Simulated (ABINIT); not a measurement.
**A GW chain in ABINIT: SnO2 (Cassiterite)**

How does a plane-wave GW calculation on SnO2 (Cassiterite) run from the first input to the gap?

Program: ABINIT 10.8.3. Level of theory: PBE and many-body steps on it, plane waves. Results are calculated unless marked as measured.

**Experimental background.**

- Gap 3.6 eV: experimental gap quoted from earlier work; bulk crystal (quoted in “Study on the Photocatalytic Properties of Flower-Shaped SnO2”, 2022, pmc:9565917).

Report form: the programs' logs are mostly left out.

**1. The starting structure**

It takes space group P4_2/mnm (No. 136, tetragonal). Conventional cell: a = 4.738 Å, b = 4.738 Å, c = 3.187 Å, α = 90.00°, β = 90.00°, γ = 90.00°. Nearest to Sn lie 6 O at 2.05 to 2.06 Å. O has 3 Sn at 2.05 to 2.06 Å nearest. Farther neighbours and most contacts between anions are not listed.

The cell and positions come from the Crystallography Open Database and are kept as given unless a step says otherwise.

**2. Ground state**

This step: ABINIT 10.8.3; DFT, PBE, plane waves, norm-conserving pseudopotentials.

The ground-state density comes first.

Contents of run.abi:

```
acell 3*1.0 Angstrom
rprim 
  4.738000000000 0.000000000000 0.000000000000
  0.000000000000 4.738000000000 0.000000000000
  0.000000000000 0.000000000000 3.186500000000
ntypat 2
znucl 50 8
natom 6
typat 1 1 2 2 2 2
xred 
  0.000000000000 0.000000000000 0.000000000000
  0.500000000000 0.500000000000 0.500000000000
  0.307100000000 0.307100000000 0.000000000000
  0.192900000000 0.807100000000 0.500000000000
  0.692900000000 0.692900000000 0.000000000000
  0.807100000000 0.192900000000 0.500000000000
pp_dirpath "pseudos"
pseudos "Sn.upf, O.upf"
ecut 42
ngkpt 4 4 6
nshiftk 1
shiftk 0 0 0
kptopt 1
chksymbreak 0
nband 41
occopt 1
tolvrs 1e-10
nstep 60
prtwf 0
optforces 0
optstress 0
indata_prefix "in"
outdata_prefix "out"
tmpdata_prefix "tmp"
```

Launch:

```sh
$ OMP_NUM_THREADS=1 mpirun -n 4 abinit run.abi > log
```

Elapsed: 70 s, on 4 MPI ranks of Arm Neoverse V1, shared host; peak memory 0.44 GiB.

Numbers from this step:

* total energy: -13864.0888 eV
* gap: 1.284 eV
* k of the valence top: 0, 0, 0
* k of the conduction bottom: 0, 0, 0
* least direct gap: 1.284 eV

The gap is direct, at Γ.

**3. Empty states on the mesh, 4×4×4 mesh, 89 bands**

The sums over transitions need many empty states on a uniform mesh; this step solves for them.

run.abi, as its differences from that of step 2:

```diff
@@ -19,3 +19,3 @@
 ecut 42
-ngkpt 4 4 6
+ngkpt 4 4 4
 nshiftk 1
@@ -24,9 +24,10 @@
 chksymbreak 0
-nband 41
-occopt 1
-tolvrs 1e-10
+iscf -2
+irdden 1
+istwfk *1
+nband 89
+nbdbuf 8
+tolwfr 1e-09
 nstep 60
-prtwf 0
-optforces 0
-optstress 0
+prtvol 0
 indata_prefix "in"
```

Elapsed: 68 s, on 4 MPI ranks; peak memory 0.44 GiB.

This step gave:

```
gap                                                           : 1.284 eV
k of the valence top                                          : 0, 0, 0
k of the conduction bottom                                    : 0, 0, 0
least direct gap                                              : 1.284 eV
k points computed                                             : 18
lowest point of the top converged band, above the valence top : 36.96 eV
```

On this mesh the gap is 1.284 eV.

**4. Screening, 4×4×4 mesh, 81 bands, screening to 106.1 eV**

The RPA dielectric matrix is built and inverted for each q.

This step: RPA screening on PBE, plane waves, norm-conserving pseudopotentials.

run.abi, as its differences from that of step 3:

```diff
@@ -24,10 +24,11 @@
 chksymbreak 0
-iscf -2
-irdden 1
 istwfk *1
-nband 89
-nbdbuf 8
-tolwfr 1e-09
-nstep 60
-prtvol 0
+occopt 1
+irdwfk 1
+optdriver 3
+nband 81
+ecuteps 3.9
+inclvkb 2
+awtr 1
+symchi 1
 indata_prefix "in"
```

Elapsed: 2.7 min, on 4 MPI ranks; peak memory 2.3 GiB.

This step gave:

| Quantity | Value |
| --- | --- |
| ε∞ with local fields, on this mesh, along the program's q direction | 4.545 |
| the same without local fields | 4.746 |
| plasma frequency | 36.20 eV |
| plane waves in the screening matrix | 177 |

Local fields lower ε∞ by 4 %. On a Γ-centred mesh this coarse the value itself is usually too large, while a short band sum pulls it down.

**5. Self-energy, 4×4×4 mesh, 81 bands, screening to 106.1 eV**

The self-energy is evaluated for the states that the input lists, and the levels follow from it, in one-shot runs by the linearised quasiparticle equation.

This step: G0W0 on PBE, plane waves, norm-conserving pseudopotentials.

run.abi, as its differences from that of step 4:

```diff
@@ -27,8 +27,15 @@
 irdwfk 1
-optdriver 3
+optdriver 4
 nband 81
+gwcalctyp 0
+ecutsigx 42
+symsigma 1
+nkptgw 1
+kptgw 
+  0.0000000000 0.0000000000 0.0000000000
+bdgw 
+  32 36
 ecuteps 3.9
-inclvkb 2
-awtr 1
-symchi 1
+irdscr 1
+ppmodel 1
 indata_prefix "in"
```

Elapsed: 7.6 s, on 4 MPI ranks; peak memory 1.7 GiB.

Numbers from this step:

| Item | Value |
| --- | --- |
| G0W0 gap on the points computed | 2.79 eV |
| starting gap on the mesh | 1.284 eV |
| k of the valence top | 0, 0, 0 |
| k of the conduction bottom | 0, 0, 0 |
| Z at the valence top | 0.79 |
| Z at the conduction bottom | 0.846 |
| least direct G0W0 gap on the computed points | 2.79 eV |

The gap on the mesh goes from 1.28 eV to 2.79 eV, a correction of +1.51 eV.

Limits: finite bands, cutoff and mesh; no spin-orbit coupling; coarse k mesh. v1 is the top filled band, c1 the lowest empty one. Levels before and after the correction, in eV, zero at the valence-band top of each column:

```csv
,conduction bottom,valence top
Kohn-Sham,1.28,0.00
G0W0,2.79,0.00
```

|  | level | energy (eV) |
| --- | --- | --- |
| Kohn-Sham | Γ v3-v2 | -0.764 |
| Kohn-Sham | Γ v1 | 0.000 |
| Kohn-Sham | Γ c1 | 1.284 |
| Kohn-Sham | Γ c2 | 6.143 |
| G0W0 | Γ v3-v2 | -0.756 |
| G0W0 | Γ v1 | 0.000 |
| G0W0 | Γ c1 | 2.790 |
| G0W0 | Γ c2 | 8.292 |

**6. Where the time went**

Times are wall times on 4 MPI ranks of Arm Neoverse V1, shared host, good to a factor of about two.

```
                    step     time  share  memory (GiB)
            ground state     70 s   23 %          0.44
empty states on the mesh     68 s   22 %          0.44
               screening  2.7 min   53 %           2.3
             self-energy    7.6 s    2 %           1.7
```

**7. Outcome**

```json
{"PBE gap": "1.28 eV, direct", "G0W0 gap on the mesh": "2.79 eV", "GW settings": "4×4×4 mesh, 81 bands, screening to 106.1 eV, Godby-Needs plasmon pole", "known limits": "not at the basis limit; no spin-orbit coupling; coarse k mesh"}
```

In words: G0W0 moves the gap on the mesh from 1.28 eV to 2.79 eV (+1.51 eV), with Z of 0.79 and 0.85 at the edges. Local fields lower the RPA ε∞ on this mesh from 4.75 to 4.54; a Γ-centred mesh this coarse tends to raise both, most where the direct gap is narrow, while a short band sum lowers them. Only 1 of the mesh's irreducible points was corrected, so a valley elsewhere could overtake. The dearest step here is «screening». Against experiment, by G0W0@PBE: the gap of 2.79 eV lies −0.81 eV from the measured 3.6 eV (kind not stated, quoted 2022). The calculation has static nuclei and no excitons; a measured gap holds zero-point and thermal motion, which mostly lowers it. Against the values above the computed gap that would widen the miss. A likelier cause is too strong a screening: the start's gap is only 1.28 eV, the mesh is coarse, and one shot does not repair that. Bands and cutoff are finite, so the gap is not at the basis limit. The miss can reach some tenths of an eV and take either sign; the mesh is an error of its own. In the G0W0 run levels were corrected at 1 k point alone, so a gap called «on the mesh» is the least over those, and an edge elsewhere would be missed. The 4×4×4 mesh is coarse for this cell, which bears on the long-range parts of exchange and screening. The many-body steps are scalar-relativistic: spin-orbit coupling is not in them.

[Paths, hosts, dates, memory and timing lines, banners, echoed tables and standing remarks are left out of the program output.]

[Logs are printed without paths, hosts, clocks, repeated set-up lines and the standing remarks that a program may print on its own settings, such as how far it seeks lower states.]

[Runs of the session that timed out or met a known fault of the program may be left out.]

[No measured gap is set beside runs whose start may be inverted or whose files or cutoffs have a known fault.]

[Hosts, paths, dates, database ids (printed as entryN), source tags and the programs' standing remarks are cut or masked in the printed files.]

[G0W0 gaps are taken among the corrected bands and points alone; a level outside them can change the order at an edge.]

[Where Ansatz stands beside ABINIT at settings called matched, ABINIT's density can come from a denser mesh and the files from another edition; pairs whose starting gaps differed by over 0.03 eV were left out, so agreement reads better than it is.]
